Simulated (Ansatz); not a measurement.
## RbSc2P2, from a guessed structure to a relaxed one

Starting from a made-up structure for RbSc2P2, the aim is the relaxed cell, its shortest contacts and, where a second run follows, its electronic structure.

Calculated with Ansatz 0.2.0; DFT, PBE, plane-wave PAW, files of the set soft_1, scalar-relativistic, no spin, cell and ions relaxed at zero pressure; PAW set soft_1, in the first sound run; inputs show where later runs differ.

### 1. Set-up

The structure is tetragonal, space group I4/mmm (No. 139). Conventional cell: a = 4.080 Å, b = 4.080 Å, c = 14.271 Å, α = 90.00°, β = 90.00°, γ = 90.00°. Rb has 8 P at 3.65 Å and 4 Rb at 4.08 Å and 8 Sc at 4.11 Å nearest. Sc has 4 P at 2.44 Å nearest. P has 4 Sc at 2.44 Å and 4 Rb at 3.65 Å nearest. Farther neighbours are not listed.

Structure file:

```cif
data_structure
_symmetry_space_group_name_H-M 'P 1'
_symmetry_Int_Tables_number 1
_cell_length_a 7.6967
_cell_length_b 7.6967
_cell_length_c 7.6967
_cell_angle_alpha 149.260
_cell_angle_beta 149.260
_cell_angle_gamma 44.029
_cell_volume 118.78
loop_
_atom_site_label
_atom_site_type_symbol
_atom_site_fract_x
_atom_site_fract_y
_atom_site_fract_z
_atom_site_occupancy
Rb1 Rb 0.00000 0.00000 0.00000 1
Sc2 Sc 0.25000 0.75000 0.50000 1
Sc3 Sc 0.75000 0.25000 0.50000 1
P4 P 0.65660 0.65660 0.00000 1
P5 P 0.34340 0.34340 0.00000 1
```

### 2. Relaxation of the guess

The guessed cell has no reason to be at equilibrium. It is relaxed with the atoms, within the space group of the guess.

Contents of input.yaml:

```yaml
crystal:
  lattice:
    - [-2.04, 2.04, 7.1355]
    - [2.04, -2.04, 7.1355]
    - [2.04, 2.04, -7.1355]
  atoms:
    - { symbol: Rb, position: [0.0, 0.0, 0.0] }
    - { symbol: Sc, position: [0.25, 0.75, 0.5] }
    - { symbol: Sc, position: [0.75, 0.25, 0.5] }
    - { symbol: P, position: [0.6566, 0.6566, 0.0] }
    - { symbol: P, position: [0.3434, 0.3434, 0.0] }
kpoints:
  mp_grid: { grid: [9, 9, 9] }
scf:
  occupations: { method: fermi_dirac, width: 0.05 }
hamiltonian:
  xc: pbe
  pseudopotentials: { kind: paw, azcp: { folder: soft_1 } }
relax:
  f_tol: 0.015
  max_steps: 70
  cell: {}
output:
  forces: true
  stress: true
```

Started as:

```console
$ ansatz run input.yaml --threads 4 --pin off --max-ram 8192MiB --backend cpu --events-out ev --progress --plain --runs-dir out
```

Numbers of over 12 decimals in the logs are rounded to 6 here.

Log:

```text
basis.fft_grid_basis auto: the FFT boxes are laid along the combinations [[1, 0, 1], [0, 1, 1], [0, 0, 1]] of the cell's own vectors, 4.080, 4.080 and 7.697 Å long. The dense box has 30×30×54 points. Along the cell's own vectors, as sized, it would have 54×54×54, 3.24 times as many. Of the 16 symmetry operations that the crystal satisfies within crystal.symmetry.tolerance (time reversal apart; of a slab, those that k [...]
Engine: ansatz 0.2.0, aarch64-unknown-linux-gnu
Pseudopotentials: kind: paw
Pseudopotential: Rb, paw, valence charge 9, recommended cutoff 420 eV (normal), soft_1/Rb.paw.azcp
Pseudopotential: Sc, paw, valence charge 11, recommended cutoff 420 eV (normal), soft_1/Sc.paw.azcp
Pseudopotential: P, paw, valence charge 5, recommended cutoff 420 eV (normal), soft_1/P.paw.azcp
Functional definition: PBE
  parameter kappa = 0.804
  parameter beta = 0.066725
  exchange = pbe_x(kappa = kappa, mu = beta*pi^2/3)
  correlation = pbe_c(beta = beta)
Crystal: 5 atoms, lattice volume = 118.780 Å³
Basis set: ecut = 420 eV, 2283 PW (Γ), FFT grids on a1+a3, a2+a3, a3, exchange–correlation on 60×60×108 points (8 copies of the dense FFT grid, shifted against one another)
Bands: 26, of which v1, the nominal top of the filled ones, is band 21 counted from 1 (20 counted from 0)
Symmetry: 16 space group operations
Space group: I4/mmm (ITA 139), of the structure as read, at distance tolerance 4.9e-5 Å
k-points: 75 of 729
Non-local potential: Rb, projectors of the file, l = 0: 3, l = 1: 2, l = 2: 2
Non-local potential: Sc, projectors of the file, l = 0: 3, l = 1: 2, l = 2: 3, l = 3: 1
Non-local potential: P, projectors of the file, l = 0: 2, l = 1: 2, l = 2: 1
PAW form: soft (Blöchl's): semilocal exchange-correlation on the pseudo side does not see the compensation charge
PAW one-centre angular grid: Rb, 110 points (default); XC on 64 Gauss nodes
PAW one-centre angular grid: Sc, 590 points (default); XC on 64 Gauss nodes
PAW one-centre angular grid: P, 110 points (default); XC on 64 Gauss nodes
Initial density: superposition of atomic densities (chi_scale 0.1, normalization cell, long waves kept (reshape's long-wave potential 0.05 eV rms))
Initial wavefunctions: pseudopotential atomic-orbital guess
Functional: x = pbe(κ = 0.804, μ = 0.219515), c = pbe(β = 0.066725)
SCF iter   1: F=—  HF=-9055.114140 eV  |F-HF|=—  |Δ(HF+E_count)|=         —  Δρ=3.93e-2  dr2=5.44e0  ethr=3.10e-3  ⟨swp⟩=7.1  Hψ=10328  notcnv=0
preconditioner: auto → Kerker (q_TF=auto, 2.285 Å⁻¹)  [metal: Δε(μ)=0.011 eV  Ē_g=7.666 eV  σ=0.050 eV  W_gap=0.06  n_scr=24 (ndim 8)  ℏωp=16.3 eV  f_vac=0.000  D(μ)=3.58/eV (n_scr^D=24)]
SCF iter   2: F=—  HF=-9054.233959 eV  |F-HF|=—  |Δ(HF+E_count)|=   8.80e-1  Δρ=2.31e-2  dr2=2.18e0  ethr=3.10e-3  ⟨swp⟩=2.2  Hψ=3286  notcnv=0  defer=24
SCF iter   3: F=—  HF=-9053.762439 eV  |F-HF|=—  |Δ(HF+E_count)|=   4.72e-1  Δρ=5.54e-3  dr2=1.54e-1  ethr=3.10e-3  ⟨swp⟩=2.4  Hψ=3060  notcnv=0  defer=23
SCF iter   4: F=—  HF=-9053.742592 eV  |F-HF|=—  |Δ(HF+E_count)|=   1.98e-2  Δρ=3.09e-3  dr2=4.05e-2  ethr=3.75e-4  ⟨swp⟩=3.2  Hψ=3146  notcnv=0  defer=17
SCF iter   5: F=—  HF=-9053.733714 eV  |F-HF|=—  |Δ(HF+E_count)|=   8.88e-3  Δρ=1.34e-3  dr2=9.31e-3  ethr=9.88e-5  ⟨swp⟩=2.3  Hψ=2993  notcnv=0  defer=10
SCF iter   6: F=—  HF=-9053.732224 eV  |F-HF|=—  |Δ(HF+E_count)|=   1.49e-3  Δρ=5.31e-4  dr2=6.80e-4  ethr=2.27e-5  ⟨swp⟩=2.1  Hψ=2637  notcnv=0  defer=10
SCF iter   7: F=—  HF=-9053.732300 eV  |F-HF|=—  |Δ(HF+E_count)|=   7.63e-5  Δρ=1.56e-4  dr2=4.57e-5  ethr=1.66e-6  ⟨swp⟩=2.0  Hψ=2765  notcnv=0  defer=10
SCF iter   8: F=—  HF=-9053.732307 eV  |F-HF|=—  |Δ(HF+E_count)|=   7.23e-6  Δρ=3.88e-5  dr2=3.18e-6  ethr=1.12e-7  ⟨swp⟩=2.0  Hψ=2830  notcnv=0  defer=10
SCF iter   9: F=—  HF=-9053.732309 eV  |F-HF|=—  |Δ(HF+E_count)|=   1.28e-6  Δρ=1.22e-5  dr2=3.89e-7  ethr=7.76e-9  ⟨swp⟩=2.0  Hψ=2762  notcnv=0  defer=10
SCF iter  10: F=-9053.732309 eV  HF=-9053.732309 eV  |F-HF|=1.29e-8  |Δ(HF+E_count)|=   2.18e-7  Δρ=4.30e-6  dr2=3.38e-8  ethr=2.44e-10  ⟨swp⟩=5.0  Hψ=7413  notcnv=0
SCF 1 converged in 10 iterations: F = -9053.732309 eV  dr2 = 3.38e-8
  greatest PAW one-centre occupation: 0.998 electrons in one spin orbital (limit 2), on the Sc atom at site 2 (counted from 0), in its partial waves of l = 0
relax step   1: F+E_penalty+E_count = -9053.73230885 eV  Δ(F+E_penalty+E_count) = +0.000e0 eV  max|allowed force component| = 2.112e0 eV/Å  Δτ_max = 0.0000 Å  P = +16.321 GPa  Ω = 118.780 Å³  (10 SCF iters, dr2 threshold 1.00e-7 eV, accepted)
Crystal: 5 atoms, lattice volume = 131.113 Å³
Basis set: ecut = 420 eV, 2519 PW (Γ), FFT grids on a1+a3, a2+a3, a3, exchange–correlation on 60×60×108 points (8 copies of the dense FFT grid, shifted against one another)
Initial density: handed on by an earlier stage of this run
Initial wavefunctions: those handed on with the density
iter 1 solved again at ethr=9.09e-4 eV; its pass at ethr=3.10e-3 eV (dr2=3.73e-1 eV) is discarded
SCF iter   1: F=—  HF=-9054.925192 eV  |F-HF|=—  |Δ(HF+E_count)|=         —  Δρ=8.02e-3  dr2=3.78e-1  ethr=9.09e-4  ⟨swp⟩=1.3  Hψ=11715  notcnv=0
preconditioner: auto → LDOS  [metal: Δε(μ)=0.005 eV  Ē_g=7.731 eV  σ=0.050 eV  W_gap=0.03  n_scr=24 (ndim 8)  ℏωp=15.6 eV  f_vac=0.023  D(μ)=3.87/eV (n_scr^D=32)  β→1.0]
SCF iter   2: F=—  HF=-9054.926438 eV  |F-HF|=—  |Δ(HF+E_count)|=   1.25e-3  Δρ=8.70e-3  dr2=4.00e-1  ethr=9.09e-4  ⟨swp⟩=3.4  Hψ=3735  notcnv=0
SCF iter   3: F=—  HF=-9054.847869 eV  |F-HF|=—  |Δ(HF+E_count)|=   7.86e-2  Δρ=1.50e-3  dr2=5.57e-3  ethr=9.09e-4  ⟨swp⟩=2.3  Hψ=2995  notcnv=0  defer=4
SCF iter   4: F=—  HF=-9054.848844 eV  |F-HF|=—  |Δ(HF+E_count)|=   9.75e-4  Δρ=7.87e-4  dr2=1.72e-3  ethr=1.36e-5  ⟨swp⟩=2.5  Hψ=3023  notcnv=0  defer=5
SCF iter   5: F=—  HF=-9054.848546 eV  |F-HF|=—  |Δ(HF+E_count)|=   2.98e-4  Δρ=2.30e-4  dr2=1.09e-4  ethr=4.21e-6  ⟨swp⟩=2.0  Hψ=2558  notcnv=0  defer=5
SCF iter   6: F=—  HF=-9054.848651 eV  |F-HF|=—  |Δ(HF+E_count)|=   1.05e-4  Δρ=7.85e-5  dr2=1.22e-5  ethr=2.66e-7  ⟨swp⟩=2.2  Hψ=2807  notcnv=0  defer=5
SCF iter   7: F=—  HF=-9054.848650 eV  |F-HF|=—  |Δ(HF+E_count)|=   1.17e-6  Δρ=2.28e-5  dr2=8.28e-7  ethr=2.97e-8  ⟨swp⟩=2.0  Hψ=2437  notcnv=0  defer=5
SCF iter   8: F=-9054.848650 eV  HF=-9054.848650 eV  |F-HF|=1.65e-8  |Δ(HF+E_count)|=   1.16e-7  Δρ=5.18e-6  dr2=3.63e-8  ethr=1.22e-9  ⟨swp⟩=5.0  Hψ=6757  notcnv=0
SCF 2 converged in 8 iterations: F = -9054.848650 eV  dr2 = 3.63e-8
relax step   2: F+E_penalty+E_count = -9054.84865026 eV  Δ(F+E_penalty+E_count) = -1.116e0 eV  max|allowed force component| = 2.689e-1 eV/Å  Δτ_max = 0.0508 Å  P = +5.543 GPa  Ω = 131.113 Å³  energy of the carried Pulay correction = -4.203e-4 eV  (8 SCF iters, dr2 threshold 5.00e-7 eV, accepted)
Crystal: 5 atoms, lattice volume = 142.108 Å³
Basis set: ecut = 420 eV, 2783 PW (Γ), FFT grids on a1+a3, a2+a3, a3, exchange–correlation on 60×60×108 points (8 copies of the dense FFT grid, shifted against one another)
iter 1 solved again at ethr=8.04e-5 eV; its pass at ethr=3.10e-3 eV (dr2=3.30e-2 eV) is discarded
SCF iter   1: F=—  HF=-9055.188528 eV  |F-HF|=—  |Δ(HF+E_count)|=         —  Δρ=4.18e-3  dr2=3.44e-2  ethr=8.04e-5  ⟨swp⟩=2.0  Hψ=13138  notcnv=0
preconditioner: auto → LDOS  [metal: Δε(μ)=0.026 eV  Ē_g=7.507 eV  σ=0.050 eV  W_gap=0.13  n_scr=32 (ndim 8)  ℏωp=14.9 eV  f_vac=0.033  D(μ)=3.63/eV (n_scr^D=24)  β→1.0]
SCF iter   2: F=—  HF=-9055.184403 eV  |F-HF|=—  |Δ(HF+E_count)|=   4.13e-3  Δρ=2.29e-3  dr2=1.22e-2  ethr=8.04e-5  ⟨swp⟩=2.1  Hψ=3006  notcnv=0
SCF iter   3: F=—  HF=-9055.181428 eV  |F-HF|=—  |Δ(HF+E_count)|=   2.97e-3  Δρ=6.16e-4  dr2=7.62e-4  ethr=2.97e-5  ⟨swp⟩=2.0  Hψ=2667  notcnv=0
SCF iter   4: F=—  HF=-9055.181514 eV  |F-HF|=—  |Δ(HF+E_count)|=   8.56e-5  Δρ=1.63e-4  dr2=4.17e-5  ethr=1.86e-6  ⟨swp⟩=2.1  Hψ=2998  notcnv=0
SCF iter   5: F=—  HF=-9055.181582 eV  |F-HF|=—  |Δ(HF+E_count)|=   6.82e-5  Δρ=4.69e-5  dr2=5.75e-6  ethr=1.02e-7  ⟨swp⟩=2.5  Hψ=3429  notcnv=0
SCF iter   6: F=—  HF=-9055.181582 eV  |F-HF|=—  |Δ(HF+E_count)|=   4.41e-7  Δρ=1.80e-5  dr2=1.20e-6  ethr=1.40e-8  ⟨swp⟩=2.0  Hψ=2553  notcnv=0
SCF iter   7: F=-9055.181582 eV  HF=-9055.181582 eV  |F-HF|=3.57e-8  |Δ(HF+E_count)|=   1.88e-8  Δρ=6.84e-6  dr2=1.18e-7  ethr=1.22e-9  ⟨swp⟩=5.0  Hψ=6553  notcnv=0
SCF 3 converged in 7 iterations: F = -9055.181582 eV  dr2 = 1.18e-7
relax step   3: F+E_penalty+E_count = -9055.18158226 eV  Δ(F+E_penalty+E_count) = -3.329e-1 eV  max|allowed force component| = 7.837e-2 eV/Å  Δτ_max = 0.0696 Å  P = +1.220 GPa  Ω = 142.108 Å³  energy of the carried Pulay correction = -7.618e-4 eV  (7 SCF iters, dr2 threshold 5.00e-7 eV, accepted)
[...]
relax step   4: F+E_penalty+E_count = -9055.22815603 eV  Δ(F+E_penalty+E_count) = -4.657e-2 eV  max|allowed force component| = 1.109e-1 eV/Å  Δτ_max = 0.0562 Å  P = -0.078 GPa  Ω = 147.072 Å³  energy of the carried Pulay correction = -9.068e-4 eV  (6 SCF iters, dr2 threshold 5.00e-7 eV, accepted)
[...]
relax step   5: F+E_penalty+E_count = -9055.23245631 eV  Δ(F+E_penalty+E_count) = -4.300e-3 eV  max|allowed force component| = 5.122e-2 eV/Å  Δτ_max = 0.0273 Å  P = -0.136 GPa  Ω = 148.154 Å³  energy of the carried Pulay correction = -9.377e-4 eV  (6 SCF iters, dr2 threshold 5.00e-7 eV, accepted)
[...]
relax step   6: F+E_penalty+E_count = -9055.23311334 eV  Δ(F+E_penalty+E_count) = -6.570e-4 eV  max|allowed force component| = 7.574e-3 eV/Å  Δτ_max = 0.0128 Å  P = +0.042 GPa  Ω = 148.076 Å³  energy of the carried Pulay correction = -9.355e-4 eV  (6 SCF iters, dr2 threshold 1.64e-7 eV, accepted)
[...]
relax step   7: F+E_penalty+E_count = -9055.23315029 eV  Δ(F+E_penalty+E_count) = -3.695e-5 eV  max|allowed force component| = 7.917e-4 eV/Å  Δτ_max = 0.0008 Å  P = +0.003 GPa  Ω = 148.071 Å³  energy of the carried Pulay correction = -9.353e-4 eV  (4 SCF iters, dr2 threshold 1.05e-8 eV, accepted)
[...]
relax step   8: F+E_penalty+E_count = -9055.24032964 eV  Δ(F+E_penalty+E_count) = -7.179e-3 eV  max|allowed force component| = 1.343e-3 eV/Å  Δτ_max = 0.0000 Å  P = +0.089 GPa  Ω = 148.071 Å³  stress off target by 1.26e-1 GPa  SCF on the basis re-selected at this cell (its energy is not comparable with the rows above)  (7 SCF iters)
[...]
relax step   9: F+E_penalty+E_count = -9055.24055138 eV  Δ(F+E_penalty+E_count) = -2.217e-4 eV  max|allowed force component| = 1.748e-3 eV/Å  Δτ_max = 0.0065 Å  P = -0.001 GPa  Ω = 148.535 Å³  energy of the carried Pulay correction = -9.308e-6 eV  (6 SCF iters, dr2 threshold 3.99e-8 eV, accepted)
iter 1 solved again at ethr=5.33e-7 eV; its pass at ethr=3.10e-3 eV (dr2=2.19e-4 eV) is discarded
SCF iter   1: F=—  HF=-9055.240578 eV  |F-HF|=—  |Δ(HF+E_count)|=         —  Δρ=1.18e-5  dr2=7.54e-9  ethr=5.33e-7  ⟨swp⟩=4.0  Hψ=15328  notcnv=0
eigensolver tolerance schedule: the retry pair's looser diagonalisation over-reported the residual by 28980.19 of it (diagonalisation noise at an unbounded share of the residual, at the tolerance the schedule requests for it); recorded, not acted on — ethr = c·dr2/N_el stays at c = 1.0e-1
preconditioner: auto → LDOS  [metal: Δε(μ)=0.013 eV  Ē_g=7.582 eV  σ=0.050 eV  W_gap=0.06  n_scr=32 (ndim 8)  ℏωp=14.6 eV  f_vac=0.039  D(μ)=3.50/eV (n_scr^D=24)  β→1.0]
SCF iter   2: F=—  HF=-9055.240560 eV  |F-HF|=—  |Δ(HF+E_count)|=   1.78e-5  Δρ=1.95e-6  dr2=6.88e-9  ethr=1.84e-11  ⟨swp⟩=4.8  Hψ=6549  notcnv=0
SCF iter   3: F=—  HF=-9055.240560 eV  |F-HF|=—  |Δ(HF+E_count)|=   2.47e-8  Δρ=8.16e-7  dr2=2.50e-10  ethr=1.68e-11  ⟨swp⟩=2.0  Hψ=2925  notcnv=0
SCF iter   4: F=—  HF=-9055.240560 eV  |F-HF|=—  |Δ(HF+E_count)|=   2.31e-8  Δρ=2.24e-7  dr2=1.82e-10  ethr=1.00e-12  ⟨swp⟩=5.1  Hψ=7439  notcnv=0
SCF iter   5: F=-9055.240560 eV  HF=-9055.240560 eV  |F-HF|=1.07e-10  |Δ(HF+E_count)|=  1.27e-11  Δρ=8.97e-8  dr2=1.11e-11  ethr=1.00e-12  ⟨swp⟩=3.9  Hψ=7047  notcnv=0
SCF 10 converged in 5 iterations: F = -9055.240560 eV  dr2 = 1.11e-11
relax step  10: F+E_penalty+E_count = -9055.24055985 eV  Δ(F+E_penalty+E_count) = -8.471e-6 eV  max|allowed force component| = 1.727e-3 eV/Å  Δτ_max = 0.0000 Å  P = -0.001 GPa  Ω = 148.535 Å³  stress off target by 3.46e-3 GPa  SCF on the basis re-selected at this cell (its energy is not comparable with the rows above)  (5 SCF iters)
basis re-selected at this cell: Δ(F+E_penalty+E_count) = -8.471e-6 eV, ΔP = -0.000 GPa vs the last step (what re-selecting the basis moved, of the pressure what is left beyond the Pulay correction that the steps carried, after the strain that the cell walked since its last selection, with what the two solves' SCF thresholds leave and, on support functions, any second-order correction that the steps lacked; it is no m [...]
SCF converged after 5 iterations
Free energy (F): -9055.240560 eV
Harris-Foulkes:  -9055.240560 eV  (|F-HF|=1.07e-10)
Internal energy: -9055.211594 eV  (E = F + TS)
E sigma→0 (E₀):  -9055.226077 eV
Entropy (-TS):   -0.028966 eV (-5.793 meV/atom)
Fermi energy:    6.271240 eV
--- Per-component energies (eV) ---
  E_band       = -482.873948
  E_kinetic    = 733.443836
  E_local      = -3310.754035  (includes V_loc(G=0)·N_el)
  E_nonlocal   = 537.209644
  E_hartree    = 1210.900178
  E_xc         = -442.192935
  E_vxc        = -463.018223  (∫ρ·V_xc dr)
  E_paw        = -5720.289263  (= ΣΔE_a)
  E_vpaw       = -401.555488  (= ΣTr[D̂ρ^β])
  E_aug_tail   = 0.000073  (compensation charges beyond the density's cutoff)
  E_ewald      = -2063.529091
  E_smearing   = -0.028966  (= −TS)
  E_closure    = 0.000000  (closes the sum)
  Σ components = -9055.240560   (vs F -9055.240560, Δ=0.00e0)
--- Forces (eV/Å), atoms counted from 1 ---
  atom   1  Rb    -0.00000000     0.00000000     0.00000000
  atom   2  Sc    -0.00000000    -0.00000000     0.00000000
  atom   3  Sc     0.00000000     0.00000000     0.00000000
  atom   4  P      0.00000000     0.00000000     0.00172737
  atom   5  P      0.00000000     0.00000000    -0.00172737
  max |Σ_I F_I| component: 8.24e-18 eV/Å
--- Stress (GPa, compression-positive) ---
       -0.000073       0.000000       0.000000
        0.000000      -0.000073      -0.000000
       -0.000000      -0.000000      -0.003463
  P = ⅓ Tr σ = -0.0012 GPa (-0.012 kbar)
--- Relaxed structure (8 steps of the walk, 8 accepted, 2 SCFs on fresh bases) ---
  F+E_penalty+E_count = -9055.24055985 eV   max|allowed force component| = 1.727e-3 eV/Å   (the final SCF, on the basis selected at the relaxed cell)
  cell:  # Å, volume = 148.5349 Å³
    - [-2.306106, 2.306106, 6.982487]
    - [2.306106, -2.306106, 6.982487]
    - [2.306106, 2.306106, -6.982487]
  atoms:
    - { symbol: Rb, position: [3.4035636835085542e-19, 3.4035636835085547e-19, 0] }
    - { symbol: Sc, position: [0.250000, 0.750000, 0.500000] }
    - { symbol: Sc, position: [0.750000, 0.250000, 0.500000] }
    - { symbol: P, position: [0.665063, 0.665063, 0] }
    - { symbol: P, position: [0.334937, 0.334937, 0] }
```

Wall time 35 s (4 threads of Arm Neoverse V1, shared host); peak memory 0.62 GiB; 2.3 min of CPU time.

Relaxation path:

```csv
step,energy less that of the first step (eV),largest force component (eV/Å),pressure (GPa),volume (Å³)
1,0.0000,2.1119,16.32,118.78
2,-1.1163,0.2689,5.54,131.11
3,-1.4493,0.0784,1.22,142.11
4,-1.4958,0.1109,-0.08,147.07
5,-1.5001,0.0512,-0.14,148.15
6,-1.5008,0.0076,0.04,148.08
7,-1.5008,0.0008,0.00,148.07
8*,-1.5080,0.0013,0.09,148.07
9,-1.5082,0.0017,0.00,148.53
10*,-1.5083,0.0017,0.00,148.53
```

Relaxation steps marked * repeat the geometry before them on a plane-wave basis chosen anew for their cell, so energy and pressure can jump there.

Forces are held to the 16 operations that the run works with; a distortion that breaks them can't arise in this run.

```csv
cell as run,before,after,change
a (Å),7.697,7.707,+0.1 %
b (Å),7.697,7.707,+0.1 %
c (Å),7.697,7.707,+0.1 %
α (°),149.26,145.18,-2.7 %
β (°),149.26,145.18,-2.7 %
γ (°),44.03,50.07,+13.7 %
volume (Å³/atom),23.76,29.71,+25.1 %
```

The atoms that moved most (Å, as changes of fractional coordinates times the final cell):

```csv
atom,dx,dy,dz,length
P5,0.000,0.000,-0.118,0.118
P4,0.000,0.000,0.118,0.118
```

Final coordinates:

```xyz
5
Lattice="-2.3061 2.3061 6.9825 2.3061 -2.3061 6.9825 2.3061 2.3061 -6.9825" Properties=species:S:1:pos:R:3 pbc="T T T"
Rb    0.0000    0.0000    0.0000
Sc    2.3061    0.0000    3.4912
Sc    0.0000    2.3061    3.4912
P     0.0000    0.0000    9.2876
P     0.0000    0.0000    4.6774
```

Numbers from this step:

| Property | Result |
| --- | --- |
| free energy | -9055.2406 eV |
| energy at zero smearing | -9055.2261 eV |
| smearing term TS | 0.02897 eV |
| Fermi energy | 6.271 eV |
| electrons | 41 |
| symmetry operations | 16 |
| pressure | -0.001203 GPa |

The shortest distance of each pair, which need not be the same contact before and after:

```csv
pair,guess (Å),relaxed (Å)
P–Sc,2.437,2.593
Sc–Sc,2.885,3.261
P–Rb,3.649,3.994
P–P,3.928,4.033
Rb–Sc,4.110,4.184
```

The relaxation ends with a largest force component of 0.0017 eV/Å and a pressure of 0.00 GPa.

[end of part 1 of 2]

[Logs are printed without paths, hosts, clocks, repeated set-up lines and the standing remarks that a program may print on its own settings, such as how far it seeks lower states.]

[Hosts, paths, dates, database ids (printed as entryN), source tags and the programs' standing remarks are cut or masked in the printed files.]
